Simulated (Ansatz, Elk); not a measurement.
## How far do independent atoms describe Cd3Cu?

The structure of Cd3Cu used here is made up (a known structure type with other elements) and was relaxed beforehand with PBE. The aim is the Fourier transform of its all-electron density, F(hkl), set beside the sum over free spherical atoms that refinements use.

Calculated with Elk 11.2.3 (patched build); DFT, PBE, all-electron APW+lo, Dirac cores, scalar-relativistic bands, static density, no spin.

The structure was built from a prototype and need not be the compound's stable phase.

### 1. The starting structure

Symmetry: Pm-3m, No. 221, cubic system. Conventional cell: a = 4.262 Å, b = 4.262 Å, c = 4.262 Å, α = 90.00°, β = 90.00°, γ = 90.00°. Cd has 8 Cd at 3.01 Å and 4 Cu at 3.01 Å nearest. Cu has 12 Cd at 3.01 Å nearest. Farther neighbours are not listed.

### 2. Ground state and structure factors

An all-electron density is needed, since X-rays see the cores too. Task 0 finds the density and task 195 Fourier-transforms it; tshift is off so that phases refer to the origin typed.

Input file elk.in:

```
tasks
  0
  195

xctype
  20

spinpol
  .false.

rgkmax
  7.0

gmaxvr
  14.0

lmaxo
  7

lmaxapw
  8

swidth
  0.002

tshift
  .false.

ramdisk
  .false.

hmaxvr
  5.5

maxscl
  120

epspot
  1e-06

sppath
  './'

avec
  8.05310486949 0.00000000000 -0.00000000000
  -0.00000000000 8.05310486949 -0.00000000000
  -0.00000000000 0.00000000000 8.05310486949

atoms
  2
  'Cd.in'
  3
  0.5000000000 0.5000000000 0.0000000000   0.000000 0.000000 0.000000
  0.5000000000 -0.0000000000 0.5000000000   0.000000 0.000000 0.000000
  0.0000000000 0.5000000000 0.5000000000   0.000000 0.000000 0.000000
  'Cu.in'
  1
  -0.0000000000 0.0000000000 0.0000000000   0.000000 0.000000 0.000000

ngridk
  5 5 5
```

Command:

```bash
$ OMP_NUM_THREADS=4 elk
```

Numbers of over 12 decimals in the logs are rounded to 6 here.

The program printed:

```text
┌─────────────────────────┐
│ Elk code version 11.2.3 │
└─────────────────────────┘

All units are atomic (Hartree, Bohr, etc.)

┌─────────────────────────────────────────────────┐
│ Ground-state run starting from atomic densities │
└─────────────────────────────────────────────────┘

Lattice vectors :
   8.053104869       0.000000000      -0.000000000
  -0.000000000       8.053104869      -0.000000000
  -0.000000000       0.000000000       8.053104869

Reciprocal lattice vectors :
  0.7802189850       0.000000000       0.000000000
  -0.000000000      0.7802189850      -0.000000000
   0.000000000       0.000000000      0.7802189850

Unit cell volume      :    522.2639678
Brillouin zone volume :   0.4749518036

Muffin-tin inner radius fraction :   0.1000000000E-01

Nuclei treated as point charges

Species : 1 (Cd)
 parameters loaded from : Cd.in
 name : cadmium
 nuclear charge    :   -48.00000000
 electronic charge :    48.00000000
 atomic mass :    204912.7176
 muffin-tin radius :    2.600000000
 number of radial points in muffin-tin :   1193
 inner part over the whole radius :   0.9972693929E-02
 number on inner part of muffin-tin    :    850
 approximate nuclear radius :   0.8708852602E-04
 number of mesh points to nuclear radius :    426
 atomic positions (lattice), magnetic fields (Cartesian) :
  1 :   0.50000000  0.50000000  0.00000000    0.00000000  0.00000000  0.00000000
  2 :   0.50000000  0.00000000  0.50000000    0.00000000  0.00000000  0.00000000
  3 :   0.00000000  0.50000000  0.50000000    0.00000000  0.00000000  0.00000000

Species : 2 (Cu)
 parameters loaded from : Cu.in
 name : copper
 nuclear charge    :   -29.00000000
 electronic charge :    29.00000000
 atomic mass :    115837.2717
 muffin-tin radius :    2.400000000
 number of radial points in muffin-tin :    993
 inner part over the whole radius :   0.9893084826E-02
 number on inner part of muffin-tin    :    701
 approximate nuclear radius :   0.7406004541E-04
 number of mesh points to nuclear radius :    336
 atomic positions (lattice), magnetic fields (Cartesian) :
  1 :   0.00000000  0.00000000  0.00000000    0.00000000  0.00000000  0.00000000

Total number of atoms per unit cell :    4
Total muffin-tin volume :    278.7723657
 ratio of muffin-tin to unit cell volume :   0.5337767545

Spin treatment :
 spin-unpolarised

Number of Bravais lattice symmetries :   48
Number of crystal symmetries         :   48
Crystal has inversion symmetry
Real symmetric eigensolver will be used

k-point grid :      5     5     5
k-point offset :    0.000000000       0.000000000       0.000000000
k-point set is reduced with full crystal symmetry group
Total number of k-points :       10

Muffin-tin radius times maximum |G+k| :    7.000000000
 using average radius
Maximum |G+k| for APW functions       :    2.745098039
Maximum (1/2)|G+k|²                   :    3.767781622
Maximum |G| for potential and density :    14.00000000
Constant for pseudocharge density :    9
 order of it for each species :   16  16
 order of it for pair densities of each species (exact exchange by exxq0 0: 17) :   10   8
Radial integration step length :    1

G-vector grid sizes :     36    36    36
Number of G-vectors :    24111

Maximum angular momentum used for
 APW functions            :    8
 outer part of muffin-tin :    7
 inner part of muffin-tin :    2

Total nuclear charge    :   -173.0000000
Total core charge       :    102.0000000
Total valence charge    :    71.00000000
Total excess charge     :    0.000000000
Total electronic charge :    173.0000000

Effective Wigner radius, rₛ :   0.8965718874

Number of empty states         :     16
Total number of valence states :     52
Total number of core states    :    102

Third-order local-orbitals added for an l without core states : T
Total number of local-orbitals :     73

Exchange-correlation functional :     20     0     0
 Perdew-Burke-Ernzerhof, Phys. Rev. Lett. 77, 3865 (1996)
 gradient requirement :    1
[...]
correlation                 :     -9.129797
 electron entropic           :    -0.64788791075157E-03
 total energy                :     -18443.690044629

Density of states at Fermi energy :    49.04777377
 (states/Hartree/unit cell)

Estimated indirect band gap :   0.5608589777E-02
 from k-point 8 to k-point 2
Estimated direct band gap   :   0.5410682282E-01
 at k-point 2

Charges :
 core                        :    102.0000000
 valence                     :    71.00000000
 interstitial                :    5.455628723
 muffin-tins (core leakage)
  species : 1 (Cd)
   atom 1                    :    46.64455907     (  0.2525935418E-03)
   atom 2                    :    46.64455907     (  0.2525935418E-03)
[...]
species : 2 (Cu)
[...]
total in muffin-tins        :    167.5443713
 total calculated charge     :    172.9985949
 total charge                :    173.0000000
 error                       :   0.1405104276E-02

RMS change in Kohn-Sham potential (target) :   0.2164126264     (  0.1000000000E-05)
Absolute change in total energy (target)   :   0.1877968534     (  0.1000000000E-03)

[... loops 3 to 15 left out ...]

┌──────────────────┐
│ Loop number : 16 │
└──────────────────┘

Energies :
 Fermi                       :     0.214239
 sum of occupied eigenvalues :     -11027.919228808
 electron kinetic            :      19284.742460600
 core electron kinetic       :      18543.624402745
 Coulomb                     :     -37195.889357331
 Coulomb potential           :     -29619.016942084
 nuclear-nuclear             :     -2167.8324948925
 electron-nuclear            :     -40498.506298910
 Hartree                     :      5470.4494364717
 Madelung                    :     -22386.380886289
 xc potential                :     -693.64474732411
 exchange                    :     -522.77100580964
 correlation                 :     -9.135391
 electron entropic           :    -0.31343171383860E-03
 total energy                :     -18443.053607452

Density of states at Fermi energy :    19.07093125
 (states/Hartree/unit cell)

Estimated indirect band gap :   0.1784416117E-01
 from k-point 8 to k-point 2
Estimated direct band gap   :   0.6344318964E-01
 at k-point 5

Charges :
 core                        :    102.0000000
 valence                     :    71.00000000
 interstitial                :    5.022514493
 muffin-tins (core leakage)
  species : 1 (Cd)
[...]
species : 2 (Cu)
[...]
total in muffin-tins        :    167.9774855
 total calculated charge     :    172.9986683
 total charge                :    173.0000000
 error                       :   0.1331749093E-02

RMS change in Kohn-Sham potential (target) :   0.2206447581E-06 (  0.1000000000E-05)
Absolute change in total energy (target)   :   0.7993837789E-04 (  0.1000000000E-03)

Convergence targets achieved

┌──────────────────┐
│ Loop number : 17 │
└──────────────────┘

Energies :
 Fermi                       :     0.214239
 sum of occupied eigenvalues :     -11027.919211623
 electron kinetic            :      19284.742466883
 core electron kinetic       :      18543.624406422
 Coulomb                     :     -37195.889352924
 Coulomb potential           :     -29619.016942410
 nuclear-nuclear             :     -2167.8324948925
 electron-nuclear            :     -40498.506290405
 Hartree                     :      5470.4494323740
 Madelung                    :     -22386.380881719
 xc potential                :     -693.64473609640
 exchange                    :     -522.77100548734
 correlation                 :     -9.135391
 electron entropic           :    -0.31343168255628E-03
 total energy                :     -18443.053596412

Density of states at Fermi energy :    19.07092981
 (states/Hartree/unit cell)

Estimated indirect band gap :   0.1784417093E-01
 from k-point 8 to k-point 2
Estimated direct band gap   :   0.6344318430E-01
 at k-point 5

Charges :
 core                        :    102.0000000
 valence                     :    71.00000000
 interstitial                :    5.022514040
 muffin-tins (core leakage)
  species : 1 (Cd)
[...]
atom 2                    :    46.66058411     (  0.2409647130E-03)
   atom 3                    :    46.66058411     (  0.2409647130E-03)
  species : 2 (Cu)
   atom 1                    :    27.99573363     (  0.1561496389E-03)
 total in muffin-tins        :    167.9774860
 total calculated charge     :    172.9986683
 total charge                :    173.0000000
 error                       :   0.1331748987E-02

┌──────────────────────────────┐
│ Self-consistent loop stopped │
└──────────────────────────────┘

Warning : core states of species 1 leak from the muffin-tin :   0.2409647130E-03

Warning : core states of species 2 leak from the muffin-tin :   0.1561496389E-03

Wrote STATE.OUT
```

Wall time 19 s (4 threads of Intel Xeon Platinum 8259CL at 2.50GHz (Skylake/Cascade Lake), shared host); peak memory 0.19 GiB; 40 s of CPU time.

SFACRHO.OUT:

```text

h k l indices transformed by vhmat matrix:
   1.000000000       0.000000000       0.000000000    
   0.000000000       1.000000000       0.000000000    
   0.000000000       0.000000000       1.000000000    

      h      k      l  multipl.   |H|            Re(F)            Im(F)           |F|

      0      0      0      1   0.0000000       173.00000      0.29234224E-16   173.00000    
      0      1      0      6  0.78021898      -17.345162      0.48072500E-13   17.345162    
      0     -1      1     12   1.1033963      -16.289961     -0.14964529E-14   16.289961    
      1     -1     -1      8   1.3513789       138.88673      0.43636150E-13   138.88673    
     -2      0      0      6   1.5604380       132.22155      0.83462192E-13   132.22155    
     -1      0     -2     24   1.7446227      -14.264279     -0.55701504E-13   14.264279    
     -2      1      1     24   1.9111384      -13.791577     -0.77000482E-13   13.791577    
     -2      2      0     12   2.2067925       113.44898      0.23681502E-14   113.44898    
     -2     -1      2     24   2.3406570      -12.700709     -0.50741046E-13   12.700709    
      3      0      0      6   2.3406570      -12.694376      0.13158156E-12   12.694376    
     -3      0     -1     24   2.4672691      -12.423527     -0.13273857E-13   12.423527    
     -3     -1      1     24   2.5876936       103.70585      0.97374682E-13   103.70585    
      2      2      2      8   2.7027578       101.00148     -0.19197369E-12   101.00148    
      0     -2     -3     24   2.8131196      -11.778326     -0.93620802E-13   11.778326    
     -2      3      1     48   2.9193121      -11.615662     -0.49038317E-13   11.615662    
      0      0      4      6   3.1208759       92.061061     -0.11702401E-12   92.061061    
      0      4     -1     24   3.2169253      -11.216693     -0.17442331E-13   11.216693    
      3      2      2     24   3.2169253      -11.218316      0.10863229E-12   11.218316
```

Elk indexes on the primitive cell of elk.in and gives |H| = 4π sin θ/λ in inverse bohr. Below, one row stands for each form hkl of the conventional cell (m members, Friedel mates merged), F is for one primitive cell and the density is static (no thermal factor). Free-atom factors are Waasmaier and Kirfel's, and R is Σm||F|−|F'||/Σm|F|.

| hkl | m | sin θ/λ (Å⁻¹) | abs F, DFT | neutral atoms | diff. |
| --- | --- | --- | --- | --- | --- |
| 100 | 6 | 0.117 | 17.345 | 17.323 | +0.023 |
| 110 | 12 | 0.166 | 16.290 | 16.186 | +0.104 |
| 111 | 8 | 0.203 | 138.887 | 139.637 | -0.750 |
| 200 | 6 | 0.235 | 132.222 | 132.925 | -0.703 |
| 210 | 24 | 0.262 | 14.264 | 14.062 | +0.202 |
| 211 | 24 | 0.287 | 13.792 | 13.595 | +0.197 |
| 220 | 12 | 0.332 | 113.449 | 113.595 | -0.146 |
| 221 | 24 | 0.352 | 12.701 | 12.574 | +0.127 |
| 300 | 6 | 0.352 | 12.694 | 12.574 | +0.121 |
| 310 | 24 | 0.371 | 12.424 | 12.319 | +0.105 |
| 311 | 24 | 0.389 | 103.706 | 103.666 | +0.040 |
| 222 | 8 | 0.406 | 101.001 | 100.912 | +0.089 |
| 320 | 24 | 0.423 | 11.778 | 11.718 | +0.061 |
| 321 | 48 | 0.439 | 11.616 | 11.559 | +0.056 |

### 3. The highest occupied states alone

An energy window below the Fermi level keeps the highest occupied states, to see at which angles they scatter; shallow core shells can lie inside it and anion s states outside. No new self-consistency is needed.

Edit elk.in of step 2 so:

```diff
@@ -1,3 +1,2 @@
 tasks
-  0
   195
@@ -40,2 +39,5 @@
 
+wsfac
+  -0.226750 0.514240
+
 sppath
```

Command:

```bash
$ OMP_NUM_THREADS=4 elk
```

The program printed:

```text
┌─────────────────────────────────┐
│ Elk code version 11.2.3 started │
└─────────────────────────────────┘

Info(readinput): the functional depends on the density's gradient
 muffin-tin radial points multiplied by    2.00000
 (not where nrmtscf is given)

┌────────────────────┐
│ Current task : 195 │
└────────────────────┘

Info(sfacrho): density structure factors written to SFACRHO.OUT

 Energy window :  -0.2267500000      0.5142400000

┌──────────────────┐
│ Elk code stopped │
└──────────────────┘
```

Run time: 8.6 s. Hardware: 4 threads; peak memory 0.17 GiB; 11 s of CPU time.

States within 12 eV below the Fermi level hold 47.00 electrons; any levels below the window count with the cores. Their amplitudes can exceed the total, where window and core parts have opposite phase:

| hkl | sin θ/λ (Å⁻¹) | abs F, window | abs F, all |
| --- | --- | --- | --- |
| 100 | 0.117 | 0.155 | 17.345 |
| 110 | 0.166 | 0.751 | 16.290 |
| 111 | 0.203 | 23.225 | 138.887 |
| 200 | 0.235 | 19.546 | 132.222 |
| 210 | 0.262 | 1.613 | 14.264 |
| 211 | 0.287 | 1.756 | 13.792 |
| 220 | 0.332 | 10.915 | 113.449 |
| 221 | 0.352 | 1.994 | 12.701 |
| 300 | 0.352 | 2.001 | 12.694 |
| 310 | 0.371 | 2.025 | 12.424 |

(Part 1 of 2 ends here.)

[Logs are printed without paths, hosts, clocks, repeated set-up lines and the standing remarks that a program may print on its own settings, such as how far it seeks lower states.]

[Hosts, paths, dates, database ids (printed as entryN), source tags and the programs' standing remarks are cut or masked in the printed files.]
